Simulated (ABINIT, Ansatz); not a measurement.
# CdTe (F-43m): changed settings of a GW run in ABINIT

A base run on CdTe (F-43m), then changed inputs.

Calculated with ABINIT 10.8.3; PBE and many-body steps on it, plane waves.

### 1. Set-up

Symmetry: F-43m, No. 216, cubic system. Conventional cell: a = 6.480 Å, b = 6.480 Å, c = 6.480 Å, α = 90.00°, β = 90.00°, γ = 90.00°. Cd has 4 Te at 2.81 Å nearest. Nearest to Te lie 4 Cd at 2.81 Å. Farther neighbours and most contacts between anions are not listed.

The cell and positions come from the Crystallography Open Database and are kept as given unless a step says otherwise. Spin-orbit coupling is left out unless a step names it.

### 2. Screening, 4×4×4 mesh, 267 bands, screening to 212.2 eV

This step: ABINIT 10.8.3; RPA screening on PBE, plane waves, norm-conserving pseudopotentials.

The RPA dielectric matrix is built and inverted for each q.

The input, run.abi:

```
acell 3*1.0 Angstrom
rprim 
  0.000000000000 3.240000000000 3.240000000000
  3.240000000000 0.000000000000 3.240000000000
  3.240000000000 3.240000000000 0.000000000000
ntypat 2
znucl 48 52
natom 2
typat 1 2
xred 
  0.000000000000 0.000000000000 0.000000000000
  0.250000000000 0.250000000000 0.250000000000
pp_dirpath "pseudos"
pseudos "Cd.upf, Te.upf"
ecut 47
ngkpt 4 4 4
nshiftk 1
shiftk 0 0 0
kptopt 1
chksymbreak 0
istwfk *1
occopt 1
irdwfk 1
optdriver 3
nband 267
ecuteps 7.8
inclvkb 2
awtr 1
symchi 1
indata_prefix "in"
outdata_prefix "out"
tmpdata_prefix "tmp"
```

Command:

```sh
$ OMP_NUM_THREADS=1 mpirun -n 8 abinit run.abi > log
```

The program printed:

```text
.Version 10.8.3 of ABINIT. v10.8.2 released Aug 2026.

 Symmetries : space group F-4 3 m (#216); Bravais cF (face-center cubic)
[... echo of the input left out ...]
== DATASET  1 ==================================================================
-   mpi_nproc: 8, omp_nthreads: 1 (-1 if OMP is not activated)

--- !DatasetInfo
iteration_state: {dtset: 1, }
dimensions: {natom: 2, nkpt: 8, mband: 267, nsppol: 1, nspinor: 1, nspden: 1, mpw: 7120, }
cutoff_energies: {ecut:  47.0, pawecutdg:  -1.0, }
electrons: {nelect:   3.60000000E+01, charge:   0.00000000E+00, occopt:   1.00000000E+00, tsmear:   1.00000000E-02, }

 SCREENING: Calculation of the susceptibility and dielectric matrices

 Based on a program developped by R.W. Godby, V. Olevano, G. Onida, and L. Reining.
 Incorporated in ABINIT by V. Olevano, G.-M. Rignanese, and M. Torrent.
.Using double precision arithmetic ; gwpc =  8

[... cell and pseudopotentials left out ...]
--------------------------------------------------------------------------------

 ==== K-mesh for the wavefunctions ====
 Number of points in the irreducible wedge :     8
[... list of points left out ...]
 Together with 24 symmetry operations and time-reversal symmetry
 yields    64 points in the full Brillouin Zone.

 ==== Q-mesh for the screening function ====
 Number of points in the irreducible wedge :     8
[... list of points left out ...]
 Together with 24 symmetry operations and time-reversal symmetry
 yields    64 points in the full Brillouin Zone.

 setmesh: FFT mesh size selected  =    40x   40x   40
          total number of points  =        64000

 vcoul_init : cutoff-mode = AUXILIARY_FUNCTION
 q-points for optical limit:   1
     1)      0.000010    0.000020    0.000030

- screening: taking advantage of time-reversal symmetry
- Maximum band index for partially occupied states nbvw = 18
- Remaining bands to be divided among processors   nbcw = 249
- Number of bands treated by each node ~31

 Number of electrons calculated from density =   36.0000; Expected =   36.0000
 average of density, n =  0.078423
 r_s =    1.4493
 omega_plasma =   27.0132 [eV]

 calculating chi0 at frequencies [eV] :
  1    0.000000E+00    0.000000E+00
  2    0.000000E+00    2.701320E+01

--------------------------------------------------------------------------------
  q-point number  1        q = ( 0.000000, 0.000000, 0.000000) [r.l.u.]
--------------------------------------------------------------------------------
[... chi0 elements left out ...]
 For q-point:  0.000010 0.000020 0.000030
  dielectric constant =  28.4928
  dielectric constant without local fields =  29.8356

  Average fulfillment of the sum rule on Im[epsilon] for q-point    1 :     95.43  [%]
[... wings left out ...]
  q-point number  2        q = ( 0.250000, 0.000000, 0.000000) [r.l.u.]
--------------------------------------------------------------------------------
[... chi0 elements left out ...]
  Average fulfillment of the sum rule on Im[epsilon] for q-point    2 :    110.49  [%]

 [... 6 further q-points ...]
```

It took 8.9 min on 8 MPI ranks of Intel Xeon Platinum 8375C at 2.90GHz (Ice Lake), shared host; peak memory 4.5 GiB.

This step gave:

- ε∞ with local fields, on this mesh, along the program's q direction: 28.49
- the same without local fields: 29.84
- plasma frequency: 27.01 eV
- plane waves in the screening matrix: 531

Local fields lower ε∞ by 5 %.

### 3. Base

The self-energy is evaluated for the states that the input lists, and the levels follow from it, in one-shot runs by the linearised quasiparticle equation.

This step: G0W0 on PBE, plane waves, norm-conserving pseudopotentials.

run.abi: that of step 2 with these lines changed.

```diff
@@ -23,8 +23,15 @@
 irdwfk 1
-optdriver 3
+optdriver 4
 nband 267
+gwcalctyp 0
+ecutsigx 47
+symsigma 1
+nkptgw 1
+kptgw 
+  0.0000000000 0.0000000000 0.0000000000
+bdgw 
+  16 22
 ecuteps 7.8
-inclvkb 2
-awtr 1
-symchi 1
+irdscr 1
+ppmodel 1
 indata_prefix "in"
```

The program printed:

```text
.Version 10.8.3 of ABINIT. v10.8.2 released Aug 2026.

 Symmetries : space group F-4 3 m (#216); Bravais cF (face-center cubic)
[... echo of the input left out ...]
== DATASET  1 ==================================================================
-   mpi_nproc: 8, omp_nthreads: 1 (-1 if OMP is not activated)

--- !DatasetInfo
iteration_state: {dtset: 1, }
dimensions: {natom: 2, nkpt: 8, mband: 267, nsppol: 1, nspinor: 1, nspden: 1, mpw: 7120, }
cutoff_energies: {ecut:  47.0, pawecutdg:  -1.0, }
electrons: {nelect:   3.60000000E+01, charge:   0.00000000E+00, occopt:   1.00000000E+00, tsmear:   1.00000000E-02, }

 SIGMA: Calculation of the GW corrections

 Based on a program developped by R.W. Godby, V. Olevano, G. Onida, and L. Reining.
 Incorporated in ABINIT by V. Olevano, G.-M. Rignanese, and M. Torrent.
.Using double precision arithmetic ; gwpc =  8

[... cell and pseudopotentials left out ...]
--------------------------------------------------------------------------------

 ==== K-mesh for the wavefunctions ====
 Number of points in the irreducible wedge :     8
[... list of points left out ...]
 Together with 24 symmetry operations and time-reversal symmetry
 yields    64 points in the full Brillouin Zone.

 ==== Q-mesh for screening function ====
 Number of points in the irreducible wedge :     8
[... list of points left out ...]
 Together with 24 symmetry operations and time-reversal symmetry
 yields    64 points in the full Brillouin Zone.

 vcoul_init : cutoff-mode = AUXILIARY_FUNCTION
 q-points for optical limit:   1
     1)      0.000010    0.000020    0.000030
 setmesh: FFT mesh size selected  =    54x   54x   54
          total number of points  =       157464

 Number of electrons calculated from density =   36.0000; Expected =   36.0000
 average of density, n =  0.078423
 r_s =    1.4493
 omega_plasma =   27.0132 [eV]

 === KS Band Gaps ===
  >>>> For spin  1
   Minimum direct gap =   0.7713 [eV], located at k-point      :   0.0000  0.0000  0.0000
   Fundamental gap    =   0.7713 [eV], Top of valence bands at :   0.0000  0.0000  0.0000
                                       Bottom of conduction at :   0.0000  0.0000  0.0000
 SIGMA fundamental parameters:
 PLASMON POLE MODEL  1
 number of plane-waves for SigmaX                 7119
 number of plane-waves for SigmaC and W            531
 number of plane-waves for wavefunctions          7119
 number of bands                                   267
 number of independent spin polarizations            1
 number of spinorial components                      1
 number of k-points in IBZ                           8
 number of q-points in IBZ                           8
 number of symmetry operations                      24
 number of k-points in BZ                           64
 number of q-points in BZ                           64
 number of frequencies for dSigma/dE                 9
 frequency step for dSigma/dE [eV]                0.25
 number of omega for Sigma on real axis              0
 max omega for Sigma on real axis  [eV]           0.00
 zcut for avoiding poles [eV]                     0.10

 EPSILON^-1 parameters (SCR file):
 dimension of the eps^-1 matrix on file            531
 dimension of the eps^-1 matrix used               531
 number of plane-waves for wavefunctions          7119
 number of bands                                   267
 number of q-points in IBZ                           8
 number of frequencies                               2
 number of real frequencies                          1
 number of imag frequencies                          1

 matrix elements of self-energy operator (all in [eV])

 Perturbative Calculation

--- !SelfEnergy_ee
iteration_state: {dtset: 1, }
kpoint     : [   0.000,    0.000,    0.000, ]
spin       : 1
KS_gap     :    0.771
QP_gap     :    1.858
Delta_QP_KS:    1.087
data: !SigmaeeData |
     Band     E0 <VxcDFT>   SigX SigC(E0)      Z dSigC/dE  Sig(E)    E-E0       E
       16   4.101 -13.619 -16.526   1.469   0.795  -0.258 -14.762  -1.142   2.959
       17   4.101 -13.619 -16.526   1.469   0.795  -0.258 -14.762  -1.142   2.959
       18   4.101 -13.619 -16.526   1.469   0.795  -0.258 -14.762  -1.142   2.959
       19   4.872 -11.612  -7.991  -3.690   0.807  -0.239 -11.668  -0.056   4.817
       20   8.727  -9.965  -5.612  -4.181   0.806  -0.241  -9.826   0.139   8.866
       21   8.727  -9.965  -5.612  -4.181   0.806  -0.241  -9.826   0.139   8.866
       22   8.727  -9.965  -5.612  -4.181   0.806  -0.241  -9.826   0.139   8.866

== END DATASET(S) ==============================================================
================================================================================

 -outvars: echo values of variables after computation  --------
           etotal      0.0000000000E+00
            nband         267
             nkpt           8
          spgroup         216
 [... the other variables as echoed above ...]

 Calculation completed.
```

Wall time 44 s (8 MPI ranks); peak memory 4.4 GiB; 5.8 min of CPU time.

Numbers from this step:

| Quantity | Value |
| --- | --- |
| G0W0 gap on the points computed | 1.858 eV |
| starting gap on the mesh | 0.7713 eV |
| k of the valence top | 0, 0, 0 |
| k of the conduction bottom | 0, 0, 0 |
| Z at the valence top | 0.795 |
| Z at the conduction bottom | 0.807 |
| least direct G0W0 gap on the computed points | 1.858 eV |

The gap on the mesh goes from 0.77 eV to 1.86 eV, a correction of +1.09 eV.

### 4. Exchange cutoff

run.abi: that of step 3 with these lines changed.

```diff
@@ -26,3 +26,3 @@
 gwcalctyp 0
-ecutsigx 47
+ecutsigx 94
 symsigma 1
```

The program printed:

```text
.Version 10.8.3 of ABINIT. v10.8.2 released Aug 2026.

 Symmetries : space group F-4 3 m (#216); Bravais cF (face-center cubic)
[... echo of the input left out ...]
== DATASET  1 ==================================================================
-   mpi_nproc: 8, omp_nthreads: 1 (-1 if OMP is not activated)

--- !DatasetInfo
iteration_state: {dtset: 1, }
dimensions: {natom: 2, nkpt: 8, mband: 267, nsppol: 1, nspinor: 1, nspden: 1, mpw: 7120, }
cutoff_energies: {ecut:  47.0, pawecutdg:  -1.0, }
electrons: {nelect:   3.60000000E+01, charge:   0.00000000E+00, occopt:   1.00000000E+00, tsmear:   1.00000000E-02, }

 SIGMA: Calculation of the GW corrections

 Based on a program developped by R.W. Godby, V. Olevano, G. Onida, and L. Reining.
 Incorporated in ABINIT by V. Olevano, G.-M. Rignanese, and M. Torrent.
.Using double precision arithmetic ; gwpc =  8

[... cell and pseudopotentials left out ...]
--------------------------------------------------------------------------------

 ==== K-mesh for the wavefunctions ====
 Number of points in the irreducible wedge :     8
[... list of points left out ...]
 Together with 24 symmetry operations and time-reversal symmetry
 yields    64 points in the full Brillouin Zone.

 ==== Q-mesh for screening function ====
 Number of points in the irreducible wedge :     8
[... list of points left out ...]
 Together with 24 symmetry operations and time-reversal symmetry
 yields    64 points in the full Brillouin Zone.

 vcoul_init : cutoff-mode = AUXILIARY_FUNCTION
 q-points for optical limit:   1
     1)      0.000010    0.000020    0.000030
 setmesh: FFT mesh size selected  =    72x   72x   72
          total number of points  =       373248

 Number of electrons calculated from density =   36.0000; Expected =   36.0000
[...]
number of q-points in BZ                           64
 number of frequencies for dSigma/dE                 9
 frequency step for dSigma/dE [eV]                0.25
 number of omega for Sigma on real axis              0
 max omega for Sigma on real axis  [eV]           0.00
 zcut for avoiding poles [eV]                     0.10

 EPSILON^-1 parameters (SCR file):
 dimension of the eps^-1 matrix on file            531
 dimension of the eps^-1 matrix used               531
 number of plane-waves for wavefunctions          7119
 number of bands                                   267
 number of q-points in IBZ                           8
 number of frequencies                               2
 number of real frequencies                          1
 number of imag frequencies                          1

 matrix elements of self-energy operator (all in [eV])

 Perturbative Calculation

--- !SelfEnergy_ee
iteration_state: {dtset: 1, }
kpoint     : [   0.000,    0.000,    0.000, ]
spin       : 1
KS_gap     :    0.771
QP_gap     :    1.858
Delta_QP_KS:    1.087
data: !SigmaeeData |
     Band     E0 <VxcDFT>   SigX SigC(E0)      Z dSigC/dE  Sig(E)    E-E0       E
       16   4.101 -13.619 -16.527   1.469   0.795  -0.258 -14.762  -1.143   2.958
       17   4.101 -13.619 -16.527   1.469   0.795  -0.258 -14.762  -1.143   2.958
       18   4.101 -13.619 -16.527   1.469   0.795  -0.258 -14.762  -1.143   2.958
       19   4.872 -11.612  -7.991  -3.690   0.807  -0.239 -11.668  -0.056   4.816
       20   8.727  -9.965  -5.612  -4.181   0.806  -0.241  -9.827   0.139   8.866
       21   8.727  -9.965  -5.612  -4.181   0.806  -0.241  -9.827   0.139   8.866
       22   8.727  -9.965  -5.612  -4.181   0.806  -0.241  -9.827   0.139   8.866

== END DATASET(S) ==============================================================
================================================================================

 -outvars: echo values of variables after computation  --------
           etotal      0.0000000000E+00
            nband         267
             nkpt           8
          spgroup         216
 [... the other variables as echoed above ...]

 Calculation completed.
```

Wall time 49 s (8 MPI ranks); peak memory 4.7 GiB; 6.5 min of CPU time.

Numbers from this step:

| Property | Result |
| --- | --- |
| G0W0 gap on the points computed | 1.858 eV |
| starting gap on the mesh | 0.7713 eV |
| k of the valence top | 0, 0, 0 |
| k of the conduction bottom | 0, 0, 0 |
| Z at the valence top | 0.795 |
| Z at the conduction bottom | 0.807 |
| least direct G0W0 gap on the computed points | 1.858 eV |

### 5. Point off the mesh

run.abi: that of step 4 with these lines changed.

```diff
@@ -26,3 +26,3 @@
 gwcalctyp 0
-ecutsigx 94
+ecutsigx 47
 symsigma 1
@@ -30,5 +30,5 @@
 kptgw 
-  0.0000000000 0.0000000000 0.0000000000
+  0.137 0.291 0
 bdgw 
-  16 22
+  18 19
 ecuteps 7.8
```

The program printed:

```text
.Version 10.8.3 of ABINIT. v10.8.2 released Aug 2026.

 Symmetries : space group F-4 3 m (#216); Bravais cF (face-center cubic)
================================================================================
 Values of the parameters that define the memory need of the present run
     intxc =       0    ionmov =       0      iscf =       7    lmnmax =       6
     lnmax =       6     mgfft =      54  mpssoang =       3    mqgrid =    3001
     natom =       2  nloc_mem =       1    nspden =       1   nspinor =       1
    nsppol =       1      nsym =      24    n1xccc =    2501    ntypat =       2
    occopt =       1   xclevel =       2
-    mband =         267        mffmem =           1         mkmem =           1
       mpw =        7120          nfft =      157464          nkpt =           8
================================================================================
  Rough estimation (10% accuracy) of disk space for files :
================================================================================

--------------------------------------------------------------------------------
------------- Echo of variables that govern the present computation ------------
--------------------------------------------------------------------------------
 -outvars: echo values of preprocessed input variables --------
            acell      1.8897261259E+00  1.8897261259E+00  1.8897261259E+00 Bohr

             bdgw          18      19
      chksymbreak           0
             ecut      4.70000000E+01 Hartree
          ecuteps      7.80000000E+00 Hartree
         ecutsigx      4.70000000E+01 Hartree
          ecutwfn      4.70000000E+01 Hartree
-          fftalg         312
           irdscr           1
           irdwfk           1

              ixc     -101130
[...]
- Cd Generated using ONCVPSP code by D. R. Hamann
- 48.00000  20.00000  171031                  znucl, zion, pspdat
12 -101130 2 -1 1368                          pspcod,pspxc,lmax,lloc,mmax
     nproj     2     2     2
  pspatm : epsatm=   23.16453630
         --- l  ekb(1:nproj) -->
[...]
pspatm: atomic psp has been read  and splines computed

- Te Generated using ONCVPSP code by D. R. Hamann
- 52.00000  16.00000  171031                  znucl, zion, pspdat
12 -101130 2 -1 1294                          pspcod,pspxc,lmax,lloc,mmax
     nproj     2     2     2
  pspatm : epsatm=   36.72599971
         --- l  ekb(1:nproj) -->
[...]
1    5.734664    1.068640
             2   -5.988876   -1.858037
 pspatm: atomic psp has been read  and splines computed

   2.15605930E+03                                ecore*ucvol(ha*bohr**3)
--------------------------------------------------------------------------------

 ==== K-mesh for the wavefunctions ====
 Number of points in the irreducible wedge :     8
 Reduced coordinates and weights :

     1)     0.00000000E+00  0.00000000E+00  0.00000000E+00       0.01563
     2)     2.50000000E-01  0.00000000E+00  0.00000000E+00       0.12500
     3)     5.00000000E-01  0.00000000E+00  0.00000000E+00       0.06250
[...]
7)     5.00000000E-01  5.00000000E-01  0.00000000E+00       0.04688
     8)    -2.50000000E-01  5.00000000E-01  2.50000000E-01       0.09375

 Together with 24 symmetry operations and time-reversal symmetry
 yields    64 points in the full Brillouin Zone.

--- !ERROR
message: |
    k-point [ 1.3700E-01,  2.9100E-01,  0.0000E+00]  not in the list of k points treated in the preparatory SCF run.
     Change kptgw, or shiftk of previous run.

--- !ERROR
message: |
    k-point [ 1.3700E-01,  2.9100E-01,  0.0000E+00]  not in the list of k points treated in the preparatory SCF run.
     Change kptgw, or shiftk of previous run.

--- from the log ---
k-point [ 1.3700E-01,  2.9100E-01,  0.0000E+00]  not in the list of k points treated in the preparatory SCF run.
     Change kptgw, or shiftk of previous run.
```

Run time: 3.9 s. Hardware: 8 MPI ranks; peak memory 0.4 GiB; 25 s of CPU time.

The run stopped with an error after 3.9 s.

The program's words: k-point [ 1.3700E-01,  2.9100E-01,  0.0000E+00]  not in the list of k points treated in the preparatory SCF run. Change kptgw, or shiftk of previous run.

The fault put into this input: point off the mesh.

### 6. Side by side

Times are wall times on 8 MPI ranks of Intel Xeon Platinum 8375C at 2.90GHz (Ice Lake), shared host, good to a factor of about two. A run's time includes the screening step that it read.

| run | mesh | bands | screening cutoff (eV) | DFT gap (eV) | gap on the mesh (eV) | direct (eV) | ε∞ used | time |
| --- | --- | --- | --- | --- | --- | --- | --- | --- |
| base | 4×4×4 | 267 | 212.2 | 0.771 | 1.858 | 1.858 | 28.49 | 9.7 min |
| exchange cutoff | 4×4×4 | 267 | 212.2 | 0.771 | 1.858 | 1.858 | 28.49 | 9.8 min |

### 7. Results

| Item | Value |
| --- | --- |
| base | 1.858 eV |
| exchange cutoff | 1.858 eV |
| known limits | not at the basis limit; exchange with frozen shells missing; mesh may overstate the screening; no spin-orbit coupling; coarse k mesh |

Exchange cutoff: no change against base (keys changed: ecutsigx). Bands and cutoff are finite, so the gap is not at the basis limit. The miss can reach some tenths of an eV and take either sign; the mesh is an error of its own. In the first G0W0 run levels were corrected at 1 k point alone, so a gap called «on the mesh» is the least over those, and an edge elsewhere would be missed. The 4×4×4 mesh is coarse for this cell, which bears on the long-range parts of exchange and screening. The norm-conserving file of at least one element keeps a d shell over frozen s and p shells of the same row. Exchange with those shells is missing from the self-energy, an error of 0.3 to 0.9 eV in cases checked, whose sign depends on which edge lies on those atoms. For the PBE start: The RPA ε∞ on this mesh reaches over 25; with a narrow direct gap a coarse mesh can overstate it, and the correction is then too small. The many-body steps are scalar-relativistic: spin-orbit coupling is not in them.

[Paths, hosts, dates, memory and timing lines, banners, echoed tables and standing remarks are left out of the program output.]

[Logs are printed without paths, hosts, clocks, repeated set-up lines and the standing remarks that a program may print on its own settings, such as how far it seeks lower states.]

[Runs of the session that timed out or met a known fault of the program may be left out.]

[No measured gap is set beside runs whose start may be inverted or whose files or cutoffs have a known fault.]

[Hosts, paths, dates, database ids (printed as entryN), source tags and the programs' standing remarks are cut or masked in the printed files.]

[G0W0 gaps are taken among the corrected bands and points alone; a level outside them can change the order at an edge.]

[Where Ansatz stands beside ABINIT at settings called matched, ABINIT's density can come from a denser mesh and the files from another edition; pairs whose starting gaps differed by over 0.03 eV were left out, so agreement reads better than it is.]
